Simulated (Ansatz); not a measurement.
**Site preference of a vacancy of Ag in CsAgF3(111) slab (240 atoms)**

At which site of CsAgF3(111) slab (240 atoms) does a vacancy of Ag cost least, and what about the site decides it?

Calculated with Ansatz 0.2.0; Kohn-Sham DFT, r2SCAN, PAW (set soft_2), plane waves.

**1. Starting point**

The cell holds 240 atoms: 48 Cs, 48 Ag and 144 F. Cell: a = 18.354 Å, b = 21.419 Å, c = 25.958 Å, α = 90.0°, β = 90.0°, γ = 115.4°. It derives from CsAgF3 (I4/mcm, COD entry). I4/mcm (COD entry) CsAgF3 (cell 6.489, 6.489, 8.52, 90, 90, 90), (111) slab of 3 repeat layers, 2 x 2 surface cells, 14 Å of vacuum; atoms within 3.5 Å of the bottom held; not relaxed, displaced by a Gaussian of 0.02 Å. Vacuum lies along c.

Limits known from the start: The main run has no spin polarisation, so moments on Ag can't form in it, and no Hubbard term. Only the Γ point is sampled, in a cell whose shortest periodic width is 17 Å. The levels lack spin–orbit coupling, which is large for the heavy elements here. 76 of the 240 atoms are held fixed where they were built.

**2. Single point at the start**

A single point comes first, to see the forces before anything moves.

The input, input.yaml:

```yaml
crystal:
  lattice:
    - [18.35366, 0.0, 0.0]
    - [-9.17683, 19.35396, 0.0]
    - [0.0, 0.0, 25.95788]
  atoms:
    - { symbol: Cs, position: [0.45212, 0.40203, 0.30869] }
    - { symbol: Cs, position: [0.10358, 0.2074, 0.3856] }
    - { symbol: Cs, position: [0.35381, 0.20832, 0.38629] }
    - { symbol: Cs, position: [0.20029, 0.40157, 0.3087] }
    - { symbol: Ag, position: [0.39853, 0.05493, 0.34696] }
    - { symbol: Ag, position: [0.15147, 0.05534, 0.34765] }
    - { symbol: Ag, position: [0.499, 0.24882, 0.26872] }
    - { symbol: Ag, position: [0.24957, 0.24955, 0.27011] }
    - { symbol: F, position: [0.42917, 0.10769, 0.41977] }
    - { symbol: F, position: [0.37553, 0.00313, 0.27418] }
    - { symbol: F, position: [0.03843, 0.0555, 0.34731] }
    - { symbol: F, position: [0.26759, 0.05696, 0.34814] }
    - { symbol: F, position: [0.38244, 0.24804, 0.26937] }
    - { symbol: F, position: [0.11556, 0.25085, 0.27003] }
    - { symbol: F, position: [0.27561, 0.30189, 0.34042] }
    - { symbol: F, position: [0.0286, 0.30812, 0.35322] }
    - { symbol: F, position: [0.3548, 0.45913, 0.38695] }
    - { symbol: F, position: [0.10386, 0.45918, 0.38675] }
    - { symbol: F, position: [0.20111, 0.15305, 0.30849] }
    - { symbol: F, position: [0.45134, 0.15355, 0.30897] }
    - { symbol: Cs, position: [0.25806, 0.01597, 0.46392] }
    - { symbol: Cs, position: [0.40915, 0.32173, 0.54211] }
    - { symbol: Cs, position: [0.15979, 0.3203, 0.54194] }
    - { symbol: Cs, position: [0.0076, 0.01503, 0.46413] }
    - { symbol: Ag, position: [0.20899, 0.16984, 0.50285] }
    - { symbol: Ag, position: [0.45958, 0.16769, 0.50114] }
    - { symbol: Ag, position: [0.30453, 0.36121, 0.42556] }
    - { symbol: Ag, position: [0.05571, 0.3612, 0.42469] }
    - { symbol: F, position: [0.23324, 0.21848, 0.57422] }
    - { symbol: F, position: [0.1854, 0.11745, 0.43182] }
    - { symbol: F, position: [0.34357, 0.1679, 0.50342] }
    - { symbol: F, position: [0.07379, 0.16673, 0.50342] }
    [... 202 atom lines left out ...]
    - { symbol: F, position: [0.88685, 0.52382, 0.65349] }
    - { symbol: F, position: [0.64333, 0.53464, 0.66612] }
    - { symbol: F, position: [0.96735, 0.68442, 0.69594] }
    - { symbol: F, position: [0.71561, 0.68274, 0.69838] }
    - { symbol: F, position: [0.81283, 0.87499, 0.61899] }
    - { symbol: F, position: [0.56374, 0.87601, 0.62067] }
kpoints:
  mp_grid: { grid: [1, 1, 1] }
hamiltonian:
  xc: r2scan
scf:
  occupations: { method: gaussian, width: 0.05 }
output:
  forces: true
```

On the command line:

```sh
ansatz run input.yaml --threads 32 --pin off --max-ram 143360MiB --backend cuda --events-out ev --progress --plain --runs-dir out
```

Numbers of over 12 decimals in the logs are rounded to 6 here.

The program printed:

```text
[...]
Pseudopotentials: kind: paw
Pseudopotential: Cs, paw, valence charge 9, recommended cutoff 500 eV (meta_gga), Cs.paw.azcp
Pseudopotential: Ag, paw, valence charge 19, recommended cutoff 500 eV (meta_gga), Ag.paw.azcp
Pseudopotential: F, paw, valence charge 7, recommended cutoff 500 eV (meta_gga), F.paw.azcp
[... 6 lines on functional and potentials left out ...]
device memory: the entry about to start is reckoned to put 35.2 GiB on a device that reports 182.5 GiB free
GPU FFT provider: cuFFT
GPU libraries: cuBLAS 13.8.1, cuFFT 12.4.0, cuSOLVER 12.3.2
GPU matrix products: emulated (plane waves: as basis.precision tells), large ones in fixed point in workspaces of 1.00 GiB
Crystal: 240 atoms, lattice volume = 9220.654 Å³
Basis set: ecut = 500 eV, 234005 PW (Γ), exchange–correlation on 540×640×768 points (64 copies of the dense FFT grid, shifted against one another)
Bands: 1416, of which v1, the nominal top of the filled ones, is band 1176 counted from 1 (1175 counted from 0)
Symmetry: 1 space group operations
Space group: P1 (ITA 1), of the structure as read, at distance tolerance 2.1e-4 Å
k-points: 1
[... 10 lines on functional and potentials left out ...]
Initial density: superposition of atomic densities (neutral atoms: chi_scale 0, normalization atom), corrected by the library's trained network
Initial wavefunctions: pseudopotential atomic-orbital guess
GPU buffer pool allocated for 4147200 grid points (all kernels)
GPU transforms: local potential and band sums: pruned to the plane-wave sphere, on 135×160×192
[...]
SCF iter   1: F=—  HF=-754570.683813 eV  |F-HF|=—  |Δ(HF+E_count)|=         —  Δρ=8.71e-3  dr2=1.27e1  dr2_τ=4.52e0  ethr=1.77e-3  ⟨swp⟩=6.0  Hψ=5451  notcnv=0  defer=171
preconditioner: auto → LDOS  [insulator: Δε(μ)=0.053 eV  Ē_g=13.944 eV  σ=0.050 eV  W_gap=0.54  n_scr=1598 (ndim 8)  ℏωp=17.2 eV  f_vac=0.516  D(μ)=69.39/eV (n_scr^D=248)  ε∞_Penn≈2.5  β→1.0]
[...]
SCF iter  24: F=—  HF=-754572.552753 eV  |F-HF|=—  |Δ(HF+E_count)|=   5.13e-8  Δρ=1.04e-6  dr2=1.38e-7  dr2_τ=5.51e-9  ethr=1.18e-11  ⟨swp⟩=2.0  Hψ=2346  notcnv=0  defer=216
SCF iter  25: F=-754572.552754 eV  HF=-754572.552754 eV  |F-HF|=1.39e-7  |Δ(HF+E_count)|=   1.03e-7  Δρ=6.22e-7  dr2=4.42e-8  dr2_τ=2.11e-9  ethr=4.25e-12  ⟨swp⟩=3.0  Hψ=3745  notcnv=0
SCF 1 converged in 25 iterations: F = -754572.552754 eV  dr2 = 4.42e-8
[...]
SCF converged after 25 iterations
Free energy (F): -754572.552754 eV
Harris-Foulkes:  -754572.552754 eV  (|F-HF|=1.39e-7)
Internal energy: -754572.430438 eV  (E = F + TS)
E sigma→0 (E₀):  -754572.491596 eV
Entropy (-TS):   -0.122316 eV (-0.510 meV/atom)
Fermi energy:    -0.689026 eV
--- Per-component energies (eV) ---
[...]
Σ components = -754572.552754   (vs F -754572.552754, Δ=0.00e0)
--- Forces (eV/Å), atoms counted from 1 ---
[... 240 lines of forces left out ...]
  max |Σ_I F_I| component: 2.43e-5 eV/Å
```

Elapsed: 14 s, on 1 × NVIDIA GB200 with 32 threads of Arm Neoverse V2, shared host; peak memory 3.2 GiB; 28 s of CPU time.

In the SCF lines HF is the Harris–Foulkes energy and dr2 the Hartree energy of the density residual, in eV; the loop may stop once dr2 is under the threshold and the program's other checks hold. Hψ counts applications of the Hamiltonian.

That memory is the host's; the program planned 35.2 GiB on the GPU.

The r.m.s. force at the start is 0.39 eV/Å.

**3. Relaxation**

The atoms are relaxed in the fixed cell, aiming at the force tolerance of the input.

The input, input.yaml:

```yaml
crystal:
  lattice:
    - [18.35366, 0.0, 0.0]
    - [-9.17683, 19.35396, 0.0]
    - [0.0, 0.0, 25.95788]
  atoms:
    [... the 240 atom lines of step 2 ...]
kpoints:
  mp_grid: { grid: [1, 1, 1] }
hamiltonian:
  xc: r2scan
scf:
  occupations: { method: gaussian, width: 0.05 }
output:
  forces: true
relax:
  f_tol: 0.05
  max_steps: 120
  constraints:
    - { sites: [0, 1, 2, 3, 4, 5, 6, 7, 9, 10, 11, 12, 13, 14, 15, 16, 17, 18, 19, 60, 61, 62, 63, 64, 65, 66, 67, 69, 70, 71, 72, 73, 74, 75, 76, 77, 78, 79, 120, 121, 122, 123, 124, 125, 126, 127, 129, 130, 131, 132, 133, 134, 135, 136, 137, 138, 139, 180, 181, 182, 183, 184, 185, 186, 187, 189, 190, 191, 192, 193, 194, 195, 196, 197, 198, 199], fix: xyz }
```

The program printed:

```text
[...]
Crystal: 240 atoms, lattice volume = 9220.654 Å³
Basis set: ecut = 500 eV, 234005 PW (Γ), exchange–correlation on 540×640×768 points (64 copies of the dense FFT grid, shifted against one another)
Bands: 1416, of which v1, the nominal top of the filled ones, is band 1176 counted from 1 (1175 counted from 0)
Symmetry: 1 space group operations
[...]
k-points: 1
[...]
SCF iter   1: F=—  HF=-754570.683851 eV  |F-HF|=—  |Δ(HF+E_count)|=         —  Δρ=8.71e-3  dr2=1.27e1  dr2_τ=4.52e0  ethr=1.77e-3  ⟨swp⟩=6.0  Hψ=5451  notcnv=0  defer=171
[...]
SCF iter   2: F=—  HF=-754573.059867 eV  |F-HF|=—  |Δ(HF+E_count)|=    2.38e0  Δρ=7.14e-3  dr2=3.82e0  dr2_τ=4.26e-1  ethr=5.39e-4  ⟨swp⟩=3.0  Hψ=2577  notcnv=0  defer=216
[...]
SCF iter  14: F=-754572.552717 eV  HF=-754572.552674 eV  |F-HF|=4.30e-5  |Δ(HF+E_count)|=   5.29e-5  Δρ=2.44e-5  dr2=5.22e-5  dr2_τ=3.42e-6  ethr=2.66e-9  ⟨swp⟩=2.0  Hψ=3769  notcnv=0
SCF 1 converged in 14 iterations: F = -754572.552717 eV  dr2 = 5.22e-5
[...]
relax step   1: F+E_penalty+E_count = -754572.55271657 eV  Δ(F+E_penalty+E_count) = +0.000e0 eV  max|allowed force component| = 1.825e0 eV/Å  Δτ_max = 0.0000 Å  (14 SCF iters, dr2 threshold 6.25e-5 eV, accepted)
[...]
relax step   2: F+E_penalty+E_count = -754576.17462986 eV  Δ(F+E_penalty+E_count) = -3.622e0 eV  max|allowed force component| = 6.947e-1 eV/Å  Δτ_max = 0.1948 Å  (14 SCF iters, dr2 threshold 1.00e-4 eV, accepted)
[...]
relax step   3: F+E_penalty+E_count = -754577.40336519 eV  Δ(F+E_penalty+E_count) = -1.229e0 eV  max|allowed force component| = 5.636e-1 eV/Å  Δτ_max = 0.1927 Å  (15 SCF iters, dr2 threshold 3.02e-5 eV, accepted)
[...]
relax step   4: F+E_penalty+E_count = -754577.79454594 eV  Δ(F+E_penalty+E_count) = -3.912e-1 eV  max|allowed force component| = 2.390e-1 eV/Å  Δτ_max = 0.2000 Å  (12 SCF iters, dr2 threshold 4.60e-5 eV, accepted)
[...]
relax step   5: F+E_penalty+E_count = -754577.89967535 eV  Δ(F+E_penalty+E_count) = -1.051e-1 eV  max|allowed force component| = 8.745e-2 eV/Å  Δτ_max = 0.1200 Å  (11 SCF iters, dr2 threshold 1.03e-5 eV, accepted)
[...]
relax step   6: F+E_penalty+E_count = -754577.79464966 eV  Δ(F+E_penalty+E_count) = +1.050e-1 eV  max|allowed force component| = 3.345e-1 eV/Å  Δτ_max = 0.2000 Å  (15 SCF iters, rejected (line search))
[...]
relax step   7: F+E_penalty+E_count = -754577.93853385 eV  Δ(F+E_penalty+E_count) = -3.886e-2 eV  max|allowed force component| = 3.212e-2 eV/Å  Δτ_max = 0.0623 Å  (14 SCF iters, accepted)
[...]
SCF iter   1: F=—  HF=-754577.938534 eV  |F-HF|=—  |Δ(HF+E_count)|=         —  Δρ=7.17e-7  dr2=5.37e-8  dr2_τ=2.12e-9  ethr=2.36e-12  ⟨swp⟩=2.0  Hψ=5090  notcnv=0  defer=216
[...]
SCF iter   2: F=-754577.938534 eV  HF=-754577.938534 eV  |F-HF|=5.40e-8  |Δ(HF+E_count)|=   7.31e-8  Δρ=7.17e-7  dr2=6.32e-8  dr2_τ=2.20e-9  ethr=2.28e-12  ⟨swp⟩=3.0  Hψ=3733  notcnv=0
SCF 8 converged in 2 iterations: F = -754577.938534 eV  dr2 = 6.32e-8
SCF converged after 2 iterations
Free energy (F): -754577.938534 eV
[...]
Internal energy: -754577.848754 eV  (E = F + TS)
E sigma→0 (E₀):  -754577.893644 eV
Entropy (-TS):   -0.089780 eV (-0.374 meV/atom)
Fermi energy:    -0.325052 eV
[...]
Σ components = -754577.938534   (vs F -754577.938534, Δ=0.00e0)
--- Forces (eV/Å), atoms counted from 1 ---
[... 240 lines of forces left out ...]
  max |Σ_I F_I| component: 1.39e-4 eV/Å
--- Relaxed structure (7 steps of the walk, 6 accepted, 0 SCFs on fresh bases) ---
  F+E_penalty+E_count = -754577.93853385 eV   max|allowed force component| = 3.212e-2 eV/Å
  atoms:
[... 240 atom lines left out ...]
```

Elapsed: 60 s, on 1 × NVIDIA GB200 with 32 threads; peak memory 3.4 GiB.

The relaxation converged after 7 steps, 5.39 eV below its start, with a largest force component of 0.032 eV/Å on the free atoms.

**4. Single point at the relaxed geometry**

One more single point at the end of the walk gives the fuller output and checks the residual forces.

The input, input.yaml:

```yaml
crystal:
  lattice:
    - [18.35366, 0.0, 0.0]
    - [-9.17683, 19.35396, 0.0]
    - [0.0, 0.0, 25.95788]
  atoms:
    - { symbol: Cs, position: [0.45212, 0.40203, 0.30869] }
    - { symbol: Cs, position: [0.10358, 0.2074, 0.3856] }
    - { symbol: Cs, position: [0.35381, 0.20832, 0.38629] }
    - { symbol: Cs, position: [0.20029, 0.40157, 0.3087] }
    - { symbol: Ag, position: [0.39853, 0.05493, 0.34696] }
    - { symbol: Ag, position: [0.15147, 0.05534, 0.34765] }
    [... 228 atom lines left out ...]
    - { symbol: F, position: [0.87889, 0.50751, 0.65264] }
    - { symbol: F, position: [0.62868, 0.507, 0.65331] }
    - { symbol: F, position: [0.96435, 0.67911, 0.69027] }
    - { symbol: F, position: [0.71258, 0.67617, 0.68635] }
    - { symbol: F, position: [0.80691, 0.86442, 0.62154] }
    - { symbol: F, position: [0.55375, 0.85771, 0.617] }
kpoints:
  mp_grid: { grid: [1, 1, 1] }
hamiltonian:
  xc: r2scan
scf:
  occupations: { method: gaussian, width: 0.05 }
output:
  forces: true
  populations: intrinsic
  dos:
    method: { smearing: { sigma: 0.1 } }
    de: 0.1
    projected: { site_lists: { Ag: [Ag], Cs: [Cs], F: [F] } }
  eigenvalues: true
  write_density: true
  write_potential: true
  volumetric_format: npy
```

The program printed:

```text
[...]
GPU FFT provider: cuFFT
GPU libraries: cuBLAS 13.8.1, cuFFT 12.4.0, cuSOLVER 12.3.2
[...]
Crystal: 240 atoms, lattice volume = 9220.654 Å³
Basis set: ecut = 500 eV, 234005 PW (Γ), exchange–correlation on 540×640×768 points (64 copies of the dense FFT grid, shifted against one another)
Bands: 1416, of which v1, the nominal top of the filled ones, is band 1176 counted from 1 (1175 counted from 0)
Symmetry: 1 space group operations
[...]
k-points: 1
[...]
GPU buffer pool allocated for 4147200 grid points (all kernels)
[...]
SCF iter   1: F=—  HF=-754576.086052 eV  |F-HF|=—  |Δ(HF+E_count)|=         —  Δρ=8.81e-3  dr2=9.81e0  dr2_τ=4.71e0  ethr=1.77e-3  ⟨swp⟩=6.0  Hψ=5449  notcnv=0  defer=173
[...]
SCF iter  17: F=-754577.938516 eV  HF=-754577.938516 eV  |F-HF|=1.97e-7  |Δ(HF+E_count)|=   3.17e-8  Δρ=8.30e-7  dr2=7.06e-8  dr2_τ=3.64e-9  ethr=4.25e-12  ⟨swp⟩=22.0  Hψ=12970  notcnv=0
SCF 1 converged in 17 iterations: F = -754577.938516 eV  dr2 = 7.06e-8
[...]
WARN: The output density's exchange-correlation potential varies sharply where the density is thin. Do not read a vacuum level from v_tot or v_xc, or from such a field of the output density. On a cell that repeats whose density bears no net charge and no dipole along the vacuum's axis use v_es (v_loc + v_h of the components); [...]
SCF converged after 17 iterations
Free energy (F): -754577.938516 eV
[...]
Internal energy: -754577.848749 eV  (E = F + TS)
E sigma→0 (E₀):  -754577.893632 eV
Entropy (-TS):   -0.089767 eV (-0.374 meV/atom)
Fermi energy:    -0.324951 eV
[...]
--- Forces (eV/Å), atoms counted from 1 ---
[... 240 lines of forces left out ...]
  max |Σ_I F_I| component: 3.42e-5 eV/Å
--- Band table (eV) ---
[... left out ...]
--- intrinsic populations: 240 sites ---
  site symbol       q [e]
[... 240 lines, one an atom, left out ...]
  spilling = 0.000000 (of n_electrons = 2352.000000)
```

Run time: 18 s. Hardware: 1 × NVIDIA GB200 with 32 threads; peak memory 13 GiB.

That memory is the host's; the program planned 35.4 GiB on the GPU.

The program notes that the exchange-correlation potential is rough where the density is thin.

The longest force on a free atom is 0.036 eV/Å; the force values below include the held atoms.

Numbers from this run:

```yaml
free_energy: -754577.9385 eV
free_energy_per_atom: -3144.0747 eV/atom
scf_cycles: 17
r_m_s_force_component: 0.224 eV/Å
longest_force: 1.736 eV/Å
fermi_energy: -0.325 eV
levels_partly_filled_by_over_2_per_cent: 4
potential_in_mid_vacuum_over_the_fermi_level: 5.537 eV
potential_4p5_a_over_the_upper_face: 5.512 eV
potential_4p5_a_under_the_lower_face: 5.563 eV
```

[end of part 1 of 2]

[Logs are printed without paths, hosts, clocks, repeated set-up lines and the standing remarks that a program may print on its own settings, such as how far it seeks lower states.]

[Hosts, paths, dates, database ids (printed as entryN), source tags and the programs' standing remarks are cut or masked in the printed files.]
